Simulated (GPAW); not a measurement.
## free-standing square W monolayer, spacing 2.603 A: parallel, opposed and spinless runs

Wanted: the moments of free-standing square W monolayer, spacing 2.603 A and the energy of each order that was tried.

Method: LDA; plane waves with GPAW's PAW setups, scalar-relativistic, in GPAW 26.7.0.

## Step 1: The structure

The cell holds 1 atom: 1 W. Cell: a = 2.603 Å, b = 2.603 Å, c = 14.000 Å, α = 90.0°, β = 90.0°, γ = 90.0°. model lattice. Vacuum lies along c.

## Step 2: Order 1, typed as ferro +

The parallel start comes first: it fits the smallest cell, keeps the most symmetry and shows whether parallel moments form.

order1.py

```python
import json
import numpy as np
from ase import Atoms
from ase.parallel import paropen, parprint
from gpaw import GPAW

atoms = Atoms(['W'],
    cell=[[2.603, 0.0, 0.0],
         [0.0, 2.603, 0.0],
         [0.0, 0.0, 14.0]],
    scaled_positions=[[0.0, 0.0, 0.5]],
    pbc=True,
    magmoms=[1.0])
atoms.calc = GPAW(mode={'name': 'pw', 'ecut': 550},
    xc='LDA',
    kpts={'size': (10, 10, 1), 'gamma': True},
    occupations={'name': 'fermi-dirac', 'width': 0.1},
    convergence={'density': 1e-05, 'energy': 1e-05},
    maxiter=200,
    symmetry={'tolerance': 1e-4},
    txt='order1.txt')
e = atoms.get_potential_energy(force_consistent=True)
res = {'free_energy': e, 'energy_sigma0': atoms.get_potential_energy(), 'fermi_energy': atoms.calc.get_fermi_level()}
res['moments'] = atoms.get_magnetic_moments().tolist()
res['total'] = atoms.get_magnetic_moment()
parprint('site moments (muB):', np.round(res['moments'], 3))
parprint(f"total moment: {res['total']:.3f} muB")
parprint(f'free energy: {e:.6f} eV')
atoms.calc.write('order1.gpw')
with paropen('results.json', 'w') as f:
    json.dump(res, f)
```

Run with:

```console
$ OMP_NUM_THREADS=1 python3 order1.py > order1.log
```

What it wrote:

```text
site moments (muB): [-0.]
total moment: -0.000 muB
free energy: -9.117827 eV

--- order1.txt ---
Input parameters:
  mode=PW(ecut=550),
  convergence={'density': 1e-05, 'energy': 1e-05},
  kpts=MonkhorstPack(size=(10, 10, 1), gamma=True),
  maxiter=200,
  occupations=Occupations(name='fermi-dirac', width=0.1),
  symmetry=Symmetry(tolerance=0.0001),
  xc=XC(name='LDA')

Diagonalizing LCAO Hamiltonian
Converting LCAO to pw mode
   .-----.
  /|     |
 * |     |
 | |     |
 | |     |
 | |     |
 | |     |
 | |     |
 | |     |
 | |     |
 W |     |
 | |     |
 | |     |
 | |     |
 | |     |
 | |     |
 | |     |
 | .-----.
 |/     /
 *-----*

Atoms  # Å, Bohr magnetons
|   | symbol |        x |        y |        z |    initial magnetic moments |
|---|--------|----------|----------|----------|-----------------------------|
| 0 |      W | 0.000000 | 0.000000 | 7.000000 | ( 0.0000,  0.0000,  1.0000) |

Unit cell  # Å
| periodic |        x |        y |         z |   lengths |    angles |
|----------|----------|----------|-----------|-----------|-----------|
|      yes | 2.603000 | 0.000000 |  0.000000 |  2.603000 | 90.000000 |
|      yes | 0.000000 | 2.603000 |  0.000000 |  2.603000 | 90.000000 |
|      yes | 0.000000 | 0.000000 | 14.000000 | 14.000000 | 90.000000 |

Number of symmetries: 16

BZ-sampling:
  Number of BZ points: 100
  Number of IBZ points: 21

  Monkhorst-Pack size: [10, 10, 1]
  Monkhorst-Pack shift: [0.05, 0.05, 0.0]

K-points  # in reciprocal-cell coordinates
|     |                                coordinates |     weight |
|-----|--------------------------------------------|------------|
|   0 | (  0.00000000,   0.00000000,   0.00000000) | 0.01000000 |
|   1 | (  0.10000000,   0.00000000,   0.00000000) | 0.04000000 |
|   2 | (  0.10000000,   0.10000000,   0.00000000) | 0.04000000 |
|   3 | (  0.20000000,   0.00000000,   0.00000000) | 0.04000000 |
|   4 | (  0.20000000,   0.10000000,   0.00000000) | 0.08000000 |
|   5 | (  0.20000000,   0.20000000,   0.00000000) | 0.04000000 |
|   6 | (  0.30000000,   0.00000000,   0.00000000) | 0.04000000 |
|   7 | (  0.30000000,   0.10000000,   0.00000000) | 0.08000000 |
|   8 | (  0.30000000,   0.20000000,   0.00000000) | 0.08000000 |
|   9 | (  0.30000000,   0.30000000,   0.00000000) | 0.04000000 |
| ... |                                            |            |
|  20 | (  0.50000000,   0.50000000,   0.00000000) | 0.01000000 |

Plane wave coefficients: 2802
Cutoff: 550.0 eV

Spin-components: 2 (collinear spins)
Bands:           13
Projectors:      6
Spin-degeneracy: 1
Datatype:        complex128

Parallelization:
  kpt:    1
  domain: 1
  band:   1

Density:
  Valence electrons: 14.0
  Components: 2
  Grid points: [15 15 80]
  Charge: 0.0  # |e|

Potential:
  Grid points: [15 15 80]

species:
  W:
    name:    Tungsten
    Z:       74.0
    valence: 14
    core:    60
    charge:  0.0  # [|e|]
    compensation charges:
      type: gauss
      rc: 0.40  # [Å]
      lmax: 2
    cutoffs:
      filter: 2.36  # [Å]
      core: 3.02  # [Å]
    projectors
    | kind |    occ | energy [eV] | rcut [Å] |
    |------|--------|-------------|----------|
    |   5s |  2.000 |     -79.053 |    1.344 |
    |   6s |  2.000 |      -5.886 |    1.344 |
    |   5p |  6.000 |     -43.417 |    1.355 |
    |   6p |  0.000 |      -1.469 |    1.355 |
    |   5d |  4.000 |      -4.693 |    1.228 |
    |    d |        |      22.518 |    1.228 |

    Using partial waves for W as LCAO basis

Reference energy: -438516.106214  # eV

eigensolver:
  PPCG
  Converge bands: occupied
  niter=2

density mixing:
  MSR1-Mixer
  Pratt-step length: 0.05
  Maximum mixing coefficient: 0.75
  Old densities: 10
  SVD Regularization: 0.005
  Good broyden scale: 1.0
  Trust region scale: 1.0
  Backstep threshold: 4.0
  History deletion threshold: 6.0
  Fourier metric: weight=20.0, sigma=0.015

occupation numbers:
  Fermi-Dirac:
    width: 0.1000  # eV

poisson solver:
  ecut: 4400.0  # eV

xc functional:
  name: None

convergence criteria:
- Maximum integral of absolute [dens]ity change: 1e-05 electrons / valence electron
- Maximum [total energy] change in last 3 cyles: 1e-05 eV / valence electron
- Maximum integral of absolute [eigenst]ate change: 4e-08 eV^2 / valence electron
maximum number of iterations: 200

SCF iterations
|iter     |      energy | eigst |  dens |  magmom |
|---------|-------------|-------|-------|---------|
|iter:   1|       0s |   -9.425428 | -0.08 |       |  +1.0010|
|iter:   2|       1s |   -9.366650 | -1.31 | -0.90 |  +0.9637|
|iter:   3|       3s |   -9.080756 | -1.27 | -0.92 |  +0.4148|
|iter:   4|       4s |   -9.079902 | -2.73 | -1.58 |  +0.3449|
|iter:   5|       5s |   -9.083274 | -3.27 | -1.74 |  +0.1927|
|iter:   6|       7s |   -9.084320 | -3.99 | -2.03 |  +0.1264|
|iter:   7|       8s |   -9.085348 | -4.62 | -2.33 |  +0.0337|
|iter:   8|       9s |   -9.085217 | -5.14 | -2.78 |  +0.0126|
|iter:   9|      11s |   -9.085276c| -5.72 | -3.24 |  -0.0007|
|iter:  10|      12s |   -9.085271c| -6.50 | -3.74 |  +0.0000|
|iter:  11|      13s |   -9.085268c| -7.08 | -4.13 |  -0.0002|
|iter:  12|      14s |   -9.085267c| -7.57c| -5.13c|  -0.0000|

Converged in 12 steps
Energy contributions relative to reference atoms: (reference = -438516.106214)

Energy contributions:
  Kinetic:          -9.233752
  Coulomb:           7.114017
  Zero:             -0.091944
  External:          0.000000
  Xc:               -6.841027
  Entropy:          -0.065120
  Spinorbit:         0.000000
  ----------------------------
  Free energy:      -9.117827
  Extrapolated:     -9.085267

dipole moment: (-9.714902, -9.714902, 0.000014)  # |e|*Ang

Total magnetic moment: (0.000000, 0.000000, -0.000028)

Local magnetic moments
|        x |        y |         z |
|----------|----------|-----------|
| 0.000000 | 0.000000 | -0.000005 |  # W    0

Fermi level: -2.063
Eigenvalues  # (at kpt = [0.000, 0.000, 0.000])
| band index |      eig [eV] | occ [0-1] |      eig [eV] | occ [0-1] |
|------------|---------------|-----------|---------------|-----------|
|          0 |       -75.709 |     1.000 |       -75.709 |     1.000 |
|          1 |       -40.312 |     1.000 |       -40.312 |     1.000 |
|          2 |       -39.379 |     1.000 |       -39.379 |     1.000 |
|          3 |       -39.379 |     1.000 |       -39.379 |     1.000 |
|          4 |        -8.242 |     1.000 |        -8.242 |     1.000 |
|          5 |        -5.582 |     1.000 |        -5.582 |     1.000 |
|          6 |        -3.548 |     1.000 |        -3.548 |     1.000 |
|          7 |        -1.453 |     0.002 |        -1.453 |     0.002 |
|          8 |         1.161 |     0.000 |         1.161 |     0.000 |
|          9 |         1.161 |     0.000 |         1.161 |     0.000 |
|         10 |         2.875 |     0.000 |         2.875 |     0.000 |
|         11 |         3.405 |     0.000 |         3.405 |     0.000 |
|         12 |         3.761 |     0.000 |         3.761 |     0.000 |

No gap
No difference between direct/indirect transitions
```

It took 19 s on 1 MPI rank of Intel Xeon Platinum 8375C at 2.90GHz (Ice Lake), shared host; peak memory 0.2 GiB.

Read from the output:

```
final state : non-magnetic
```

After 12 cycles the seed has died away: no moment is left.

## Step 3: Order 2, typed as antiferro q=(1/2,1/2,0) +-

Another pattern of signs weighs the neighbour shells otherwise.

The cell is doubled to 2 atoms to hold this order. Its mesh is chosen so that both cells sample the same points.

order2.py

```python
import json
import numpy as np
from ase import Atoms
from ase.parallel import paropen, parprint
from gpaw import GPAW

atoms = Atoms(['W', 'W'],
    cell=[[5.206, 0.0, 0.0],
         [2.603, 2.603, 0.0],
         [0.0, 0.0, 14.0]],
    scaled_positions=[[0.0, 0.0, 0.5],
         [0.5, 0.0, 0.5]],
    pbc=True,
    magmoms=[1.0, -1.0])
atoms.calc = GPAW(mode={'name': 'pw', 'ecut': 550},
    xc='LDA',
    kpts={'size': (5, 10, 1), 'gamma': True},
    occupations={'name': 'fermi-dirac', 'width': 0.1},
    convergence={'density': 1e-05, 'energy': 1e-05},
    maxiter=200,
    symmetry={'tolerance': 1e-4},
    txt='order2.txt')
e = atoms.get_potential_energy(force_consistent=True)
res = {'free_energy': e, 'energy_sigma0': atoms.get_potential_energy(), 'fermi_energy': atoms.calc.get_fermi_level()}
res['moments'] = atoms.get_magnetic_moments().tolist()
res['total'] = atoms.get_magnetic_moment()
parprint('site moments (muB):', np.round(res['moments'], 3))
parprint(f"total moment: {res['total']:.3f} muB")
parprint(f'free energy: {e:.6f} eV')
atoms.calc.write('order2.gpw')
with paropen('results.json', 'w') as f:
    json.dump(res, f)
```

Run with:

```console
$ OMP_NUM_THREADS=1 python3 order2.py > order2.log
```

What it wrote:

```text
UserWarning: Initial realspace grid (30,20,80) inconsistent with symmetries.
UserWarning: Using symmetrized grid: (30,30,80).

site moments (muB): [ 0. -0.]
total moment: 0.000 muB
free energy: -18.235655 eV

--- order2.txt ---
Input parameters:
  mode=PW(ecut=550),
  convergence={'density': 1e-05, 'energy': 1e-05},
  kpts=MonkhorstPack(size=(5, 10, 1), gamma=True),
  maxiter=200,
  occupations=Occupations(name='fermi-dirac', width=0.1),
  symmetry=Symmetry(tolerance=0.0001),
  xc=XC(name='LDA')

Diagonalizing LCAO Hamiltonian
Converting LCAO to pw mode

       W     W

Atoms  # Å, Bohr magnetons
|   | symbol |        x |        y |        z |    initial magnetic moments |
|---|--------|----------|----------|----------|-----------------------------|
| 0 |      W | 0.000000 | 0.000000 | 7.000000 | ( 0.0000,  0.0000,  1.0000) |
| 1 |      W | 2.603000 | 0.000000 | 7.000000 | ( 0.0000,  0.0000, -1.0000) |

Unit cell  # Å
| periodic |        x |        y |         z |   lengths |    angles |
|----------|----------|----------|-----------|-----------|-----------|
|      yes | 5.206000 | 0.000000 |  0.000000 |  5.206000 | 90.000000 |
|      yes | 2.603000 | 2.603000 |  0.000000 |  3.681198 | 90.000000 |
|      yes | 0.000000 | 0.000000 | 14.000000 | 14.000000 | 45.000000 |

Number of symmetries: 8

BZ-sampling:
  Number of BZ points: 50
  Number of IBZ points: 18

  Monkhorst-Pack size: [5, 10, 1]
  Monkhorst-Pack shift: [0.0, 0.05, 0.0]

Plane wave coefficients: 5588
Cutoff: 550.0 eV

Spin-components: 2 (collinear spins)
Bands:           21
Projectors:      12
Spin-degeneracy: 1
Datatype:        complex128

Parallelization:
  kpt:    1
  domain: 1
  band:   1

Density:
  Valence electrons: 28.0
  Components: 2
  Grid points: [30 30 80]
  Charge: 0.0  # |e|

Potential:
  Grid points: [30 30 80]

[... setups left out ...]
Reference energy: -877032.212428  # eV

eigensolver:
  PPCG
  Converge bands: occupied
  niter=2

density mixing:
  MSR1-Mixer
  Pratt-step length: 0.05
  Maximum mixing coefficient: 0.75
  Old densities: 10
  SVD Regularization: 0.005
  Good broyden scale: 1.0
  Trust region scale: 1.0
  Backstep threshold: 4.0
  History deletion threshold: 6.0
  Fourier metric: weight=20.0, sigma=0.015

occupation numbers:
  Fermi-Dirac:
    width: 0.1000  # eV

poisson solver:
  ecut: 4400.0  # eV

xc functional:
  name: None

convergence criteria:
- Maximum integral of absolute [dens]ity change: 1e-05 electrons / valence electron
- Maximum [total energy] change in last 3 cyles: 1e-05 eV / valence electron
- Maximum integral of absolute [eigenst]ate change: 4e-08 eV^2 / valence electron
maximum number of iterations: 200

SCF iterations
|iter     |      energy | eigst |  dens |  magmom |
|---------|-------------|-------|-------|---------|
|iter:   1|       0s |  -18.954770 | -0.04 |       |  +0.0000|
|iter:   2|       8s |  -18.824558 | -1.41 | -1.00 |  -0.0000|
|iter:   3|      16s |  -18.157934 | -1.24 | -1.03 |  -0.0000|
|iter:   4|      24s |  -18.160747 | -2.34 | -1.63 |  +0.0000|
|iter:   5|      31s |  -18.161228 | -2.99 | -1.82 |  -0.0000|
|iter:   6|      39s |  -18.165594 | -3.40 | -2.09 |  +0.0000|
|iter:   7|      47s |  -18.168456 | -3.73 | -2.37 |  -0.0000|
|iter:   8|      55s |  -18.169528 | -4.07 | -2.73 |  +0.0000|
|iter:   9|      62s |  -18.170486 | -4.02 | -2.92 |  -0.0000|
|iter:  10|      70s |  -18.170536 | -4.62 | -3.27 |  +0.0000|
|iter:  11|      78s |  -18.170532c| -5.33 | -4.01 |  -0.0000|
|iter:  12|      85s |  -18.170534c| -5.79 | -4.58 |  -0.0000|
|iter:  13|      93s |  -18.170535c| -6.19 | -4.47 |  -0.0000|
|iter:  14|     100s |  -18.170535c| -6.56 | -5.13c|  +0.0000|
|iter:  15|     107s |  -18.170535c| -6.91 | -5.61c|  +0.0000|
|iter:  16|     113s |  -18.170535c| -7.27 | -6.17c|  +0.0000|
|iter:  17|     118s |  -18.170535c| -7.54c| -6.86c|  +0.0000|

Converged in 17 steps
Energy contributions relative to reference atoms: (reference = -877032.212428)

Energy contributions:
  Kinetic:         -18.468004
  Coulomb:          14.228577
  Zero:             -0.183921
  External:          0.000000
  Xc:              -13.682068
  Entropy:          -0.130240
  Spinorbit:         0.000000
  ----------------------------
  Free energy:     -18.235655
  Extrapolated:    -18.170535

dipole moment: (-38.859600, -19.429802, 0.000028)  # |e|*Ang

Total magnetic moment: (0.000000, 0.000000, 0.000000)

Local magnetic moments
|        x |        y |         z |
|----------|----------|-----------|
| 0.000000 | 0.000000 |  0.000003 |  # W    0
| 0.000000 | 0.000000 | -0.000003 |  # W    1

Fermi level: -2.063
Eigenvalues  # (at kpt = [0.000, 0.000, 0.000])
| band index |      eig [eV] | occ [0-1] |      eig [eV] | occ [0-1] |
|------------|---------------|-----------|---------------|-----------|
|          0 |       -75.709 |     1.000 |       -75.709 |     1.000 |
|        ... |               |           |               |           |
|          6 |       -39.379 |     1.000 |       -39.379 |     1.000 |
|          7 |       -39.379 |     1.000 |       -39.379 |     1.000 |
|          8 |        -8.242 |     1.000 |        -8.242 |     1.000 |
|          9 |        -6.525 |     1.000 |        -6.525 |     1.000 |
|         10 |        -5.582 |     1.000 |        -5.582 |     1.000 |
|         11 |        -3.548 |     1.000 |        -3.548 |     1.000 |
|         12 |        -3.122 |     1.000 |        -3.122 |     1.000 |
|         13 |        -3.122 |     1.000 |        -3.122 |     1.000 |
|         14 |        -1.453 |     0.002 |        -1.453 |     0.002 |
|         15 |        -0.093 |     0.000 |        -0.093 |     0.000 |
|         16 |         1.161 |     0.000 |         1.161 |     0.000 |
|         17 |         1.161 |     0.000 |         1.161 |     0.000 |
|         18 |         2.876 |     0.000 |         2.876 |     0.000 |
|         19 |         3.405 |     0.000 |         3.405 |     0.000 |
|         20 |         3.761 |     0.000 |         3.761 |     0.000 |

No gap
No difference between direct/indirect transitions
```

Run time: 2.2 min. Hardware: 1 MPI rank; peak memory 0.36 GiB.

Read from the output:

```yaml
final_state: non-magnetic
```

It ends in the same state without moments as the first start; the 6.9e-6 meV between them is numerical noise.

## Step 4: Start 3: no spin polarisation

This run holds no moments, which gives a state to set the others against.

nospin.py

```python
import json
import numpy as np
from ase import Atoms
from ase.parallel import paropen, parprint
from gpaw import GPAW

atoms = Atoms(['W'],
    cell=[[2.603, 0.0, 0.0],
         [0.0, 2.603, 0.0],
         [0.0, 0.0, 14.0]],
    scaled_positions=[[0.0, 0.0, 0.5]],
    pbc=True)
atoms.calc = GPAW(mode={'name': 'pw', 'ecut': 550},
    xc='LDA',
    kpts={'size': (10, 10, 1), 'gamma': True},
    occupations={'name': 'fermi-dirac', 'width': 0.1},
    convergence={'density': 1e-05, 'energy': 1e-05},
    maxiter=200,
    symmetry={'tolerance': 1e-4},
    txt='nospin.txt')
e = atoms.get_potential_energy(force_consistent=True)
res = {'free_energy': e, 'energy_sigma0': atoms.get_potential_energy(), 'fermi_energy': atoms.calc.get_fermi_level()}
parprint(f'free energy: {e:.6f} eV')
atoms.calc.write('nospin.gpw')
with paropen('results.json', 'w') as f:
    json.dump(res, f)
```

Run with:

```console
$ OMP_NUM_THREADS=1 python3 nospin.py > nospin.log
```

What it wrote:

```text
free energy: -9.117827 eV

--- nospin.txt ---
Input parameters:
  mode=PW(ecut=550),
  convergence={'density': 1e-05, 'energy': 1e-05},
  kpts=MonkhorstPack(size=(10, 10, 1), gamma=True),
  maxiter=200,
  occupations=Occupations(name='fermi-dirac', width=0.1),
  symmetry=Symmetry(tolerance=0.0001),
  xc=XC(name='LDA')

Diagonalizing LCAO Hamiltonian
Converting LCAO to pw mode
   .-----.
  /|     |
 * |     |
 | |     |
[...]
|------------|---------------|-----------|
|          0 |       -75.709 |     2.000 |
|          1 |       -40.312 |     2.000 |
|          2 |       -39.379 |     2.000 |
|          3 |       -39.379 |     2.000 |
|          4 |        -8.242 |     2.000 |
[...]
|          9 |         1.161 |     0.000 |
|         10 |         2.875 |     0.000 |
|         11 |         3.405 |     0.000 |
|         12 |         3.761 |     0.000 |

No gap
No difference between direct/indirect transitions


[key lines of the parts left out:]
Free energy:      -9.117827
Converged in 11 steps
dipole moment: (-9.714901, -9.714901, 0.000014)  # |e|*Ang
Fermi level: -2.063
```

It took 9.4 s on 1 MPI rank; peak memory 0.16 GiB.

Numbers from this step:

- final state: non-magnetic (no spin polarisation)

It ends in the same state without moments as the first start; the 1.0e-7 meV between them is numerical noise.

## Step 5: Energies of the orders

These are free energies at a smearing of 0.1 eV, so its entropy term is in the differences. They are divided by the number of seeded atoms, so that cells of unlike size compare. Wavevectors q in the names are fractions of the reciprocal vectors of the first run's cell.

Orders:

| start | final state | typed order kept | energy over the lowest (meV a seeded atom) | largest site moment (μB) | net moment (μB a primitive cell) | mesh matched | CPU time (s) |
| --- | --- | --- | --- | --- | --- | --- | --- |
| ferro + | non-magnetic | no | 0 | 0 | 0 | yes | 18.9 |
| antiferro q=(1/2,1/2,0) +- | non-magnetic | no | 0 | 0 | 0 | yes | 131.6 |
| no spin polarisation | non-magnetic | - | 0 | 0 | 0 | yes | 9.33 |

## Step 6: What came out

| Property | Result |
| --- | --- |
| lowest state found | non-magnetic (typed ferro +) |
| largest site moment | 0 μB |

What this shows: The lowest state carries no moment above 0.15 μB, and no start kept one. This is the lowest of 3 finished starts, no proof of the ground state.

[Logs and program files are shortened in this print: banners, set-up blocks, solver, clock and traceback lines can be left out without a mark of their own.]

[Logs are printed without paths, hosts, clocks, repeated set-up lines and the standing remarks that a program may print on its own settings, such as how far it seeks lower states.]

[Hosts, paths, dates, database ids (printed as entryN), source tags and the programs' standing remarks are cut or masked in the printed files.]

[Where a cell is said to come from a database of computed structures, the database is the Materials Project.]
